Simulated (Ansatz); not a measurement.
# How BN absorbs and reflects light, part 2 of 2

What colour and refractive index does BN have at this level of theory? The cell comes from an older database entry, whose edges can differ from later determinations, mostly by under a per cent.

Ansatz 0.2.0; DFT, PBE, plane-wave PAW, default files, scalar-relativistic, independent-particle optical response without local fields.

So far, electronic dielectric constant ε∞, mean over x, y and z (by symmetry where fewer were run): step 3 (spectrum) 4.71.

The database entry behind the starting cell has ideal inner coordinates that were not refined, so it need not match the best structure at ambient conditions.

## Step 4: Static response with local fields

Perturbation theory gives the static response with local fields and the functional's kernel, and it needs no empty bands.

This step: DFT, PBE, plane-wave PAW, default files, scalar-relativistic, static field response by perturbation theory with local fields (Ansatz 0.2.0).

Input file input.yaml:

```yaml
crystal:
  lattice:
    - [2.536, 0.0, 0.0]
    - [-1.268, 2.196240424, 0.0]
    - [0.0, 0.0, 4.199]
  atoms:
    - { symbol: "N", position: [0.3333333333, 0.6666666667, 0.875] }
    - { symbol: "N", position: [0.6666666667, 0.3333333333, 0.375] }
    - { symbol: B, position: [0.3333333333, 0.6666666667, 0.5] }
    - { symbol: B, position: [0.6666666667, 0.3333333333, 0.0] }
kpoints:
  mp_grid: { grid: [10, 10, 5] }
scf:
  occupations: { method: fixed }
hamiltonian:
  xc: pbe
  pseudopotentials: { kind: paw }
dielectric: {}
```

Started as:

```bash
> ansatz run input.yaml --threads 4 --pin off --max-ram 8192MiB --backend cpu --events-out ev --progress --plain --runs-dir out
```

Numbers of over 12 decimals in the logs are rounded to 6 here.

Output:

```text
[...]
Crystal: 4 atoms, lattice volume = 23.387 Å³
Basis set: ecut = 420 eV, 465 PW (Γ), exchange–correlation on 36×36×60 points (8 copies of the dense FFT grid, shifted against one another)
Bands: 12, of which v1, the nominal top of the filled ones, is band 8 counted from 1 (7 counted from 0)
Symmetry: 12 space group operations
k-points: 141 of 500 (irreducible under 2 space group operations, time reversal used)
[...]
SCF iter   1: F=—  HF=-1084.470347 eV  |F-HF|=—  |Δ(HF+E_count)|=         —  Δρ=2.99e-3  dr2=1.07e-3  ethr=1.77e-3  ⟨swp⟩=4.7  Hψ=7942  notcnv=0  defer=229
[...]
SCF iter   7: F=-1084.470725 eV  HF=-1084.470725 eV  |F-HF|=1.82e-12  |Δ(HF+E_count)|=  3.62e-10  Δρ=9.03e-8  dr2=7.30e-13  ethr=1.00e-12  ⟨swp⟩=3.5  Hψ=5689  notcnv=0
SCF 1 converged in 7 iterations: F = -1084.470725 eV  dr2 = 7.30e-13
[...]
DFPT response loops at Γ: preconditioner auto → none (the input reference at scf.mixing.eps_inf says where Resta's filter doesn't serve); β = 0.50; Broyden in place of MSR1
── the response to a field inside a basis, on 10×10×6 k-points: an SCF that follows is theirs, and a resumed run solves both again ──
Bands: 9, of which v1, the nominal top of the filled ones, is band 8 counted from 1 (7 counted from 0)
k-points: 90 of 600 (irreducible under 4 space group operations, time reversal used)
[...]
Eigensolver: Dense (90 Hₖ)
SCF iter   1: F=—  HF=-1084.476071 eV  |F-HF|=—  |Δ(HF+E_count)|=         —  Δρ=6.29e-4  dr2=1.16e-5  ethr=1.00e-1
[...]
SCF iter   4: F=-1084.476093 eV  HF=-1084.476093 eV  |F-HF|=3.01e-9  |Δ(HF+E_count)|=   2.53e-8  Δρ=9.29e-6  dr2=6.01e-9  ethr=5.18e-9
SCF 1 converged in 4 iterations: F = -1084.476093 eV  dr2 = 6.01e-9
[...]
SCF converged after 7 iterations
Free energy (F): -1084.470725 eV
[...]
Internal energy: -1084.470725 eV  (E = F + TS)
E sigma→0 (E₀):  -1084.470725 eV
Fermi energy:    11.493933 eV
[...]
--- Band table (eV; the first three rows and the last of 141) ---
  k-point 0: bands = [... 4 lower, 9.3605, 11.2472, 11.4939, 11.4939, 19.9482, 19.9482, 20.1246, 21.1760]
  k-point 1: bands = [... 4 lower, 9.5296, 9.9835, 11.2437, 11.2437, 20.2336, 20.2336, 20.6221, 21.1647]
  k-point 2: bands = [... 4 lower, 9.9999, 9.9999, 10.6480, 10.6480, 21.0033, 21.0033, 21.0458, 21.1358]
  k-point 140: bands = [... 4 lower, 4.9385, 5.6086, 7.1124, 8.3279, 18.7096, 21.3265, 22.4321, 24.2907]
--- Dielectric response (ions clamped): 3 representative field directions + reference, inside a basis on a mesh of 600 k-points (Σ response iterations 15) ---
  ε∞ (high-frequency dielectric tensor):
        4.545682     0.000000    -0.000000
        0.000000     4.545682     0.000000
       -0.000000     0.000000     4.719138
  Born effective charges Z* (e; rows j = field, columns β = displacement):
    site 0:
        -1.83985    0.00000    0.00000
         0.00000   -1.83985   -0.00000
         0.00000   -0.00000   -1.94169
    site 1:
        -1.83985    0.00000   -0.00000
         0.00000   -1.83985    0.00000
        -0.00000    0.00000   -1.94169
    site 2:
         1.83985   -0.00000    0.00000
        -0.00000    1.83985    0.00000
         0.00000    0.00000    1.94169
    site 3:
         1.83985    0.00000    0.00000
        -0.00000    1.83985   -0.00000
         0.00000   -0.00000    1.94169
  Z* charge neutrality: 2.192e-3 e pre-enforcement
  solved inside a basis spanned on kpoints, on 10×10×6 k-points, its susceptibility summed on 14×14×8: ε∞ is read to err by 1.2e-2, Z* by 7.8e-3 e (field_mesh: kpoints solves on kpoints); Z* is corrected for what the basis lacks
```

Run time: 7.8 s. Hardware: 4 threads of Intel Xeon Platinum 8488C (Sapphire Rapids), shared host; peak memory 0.61 GiB; 28 s of CPU time.

This step gave:

| Quantity | Value |
| --- | --- |
| electronic dielectric constant ε∞, mean over x, y and z (by symmetry where fewer were run) | 4.604 |

ε∞ with local fields:

```
4.55 0.00 0.00
0.00 4.55 0.00
0.00 0.00 4.72
```

Diagonal elements. Born, by row:

| atom | Z*xx (e) | Z*yy (e) | Z*zz (e) |
| --- | --- | --- | --- |
| N1 | -1.84 | -1.84 | -1.942 |
| N2 | -1.84 | -1.84 | -1.942 |
| B3 | 1.84 | 1.84 | 1.942 |
| B4 | 1.84 | 1.84 | 1.942 |

Mean Born charges are N -1.87 and B +1.87, against formal valences of -3 and +3. They fall short of the ionic values, as in covalent bonds.

## Step 5: Outcome

| Quantity | Value |
| --- | --- |
| gap on the path | 5.22 eV |
| least direct gap on the path | 8.36 eV |
| electronic dielectric constant ε∞, mean over x, y and z (by symmetry where fewer were run) (independent particles) | 4.71 |
| absorption onset, first axis (α over 10⁴ cm⁻¹, or the direct gap if that lies higher) | 8.51 eV |
| main peak of Im epsilon, first axis | 10.8 eV |
| electronic dielectric constant ε∞, mean over x, y and z (by symmetry where fewer were run) (static response with local fields) | 4.60 |

In words: At this level (PBE, independent particles) BN has a mean ε∞ = 4.71 (4.60 with local fields) and n = 2.16 at 1550 nm (E ∥ x); absorption sets in near 8.5 eV, and Im ε peaks at 10.8 eV (E ∥ x). The gap is indirect (5.22 eV), so absorption without phonons can begin only at the direct gap of 8.36 eV. The absorption coefficient passes 10⁴ cm⁻¹ at 8.51 eV, in the ultraviolet, so the visible is passed. Distinct maxima of Im ε, read by a parabola through the highest points, lie at 10.77 eV (19), 11.79 eV (14) and 13.80 eV (8.8) for E ∥ x or y. The static values by axis are 4.65 (xy), 4.82 (z). The f-sum over the summed bands holds 12.8 of the cell's 16 electrons outside the frozen cores, 4 of which lie in bands more than 12 eV below the Fermi level, whose transitions come at higher energies. Up to 20 eV the strength has a mean oscillator energy of 12.9 eV, close to the main peak. A film 1 µm thick would pass 75 % of daylight and look colourless, dimmed by reflection in transmission (x = 0.313, y = 0.330). At 1064 nm the birefringence n(z) − n(x) is +0.040: the crystal is uniaxial positive at this level. In the base spectrum excitons and phonon-assisted transitions are missing, and so are local fields; PBE gaps are as a rule too small, which pulls the onset down and ε∞ up. In the base run ε includes the program's bounded estimate of what the bands above those summed add.

[Logs are printed without paths, hosts, clocks, repeated set-up lines and the standing remarks that a program may print on its own settings, such as how far it seeks lower states.]

[Hosts, paths, dates, database ids (printed as entryN), source tags and the programs' standing remarks are cut or masked in the printed files.]
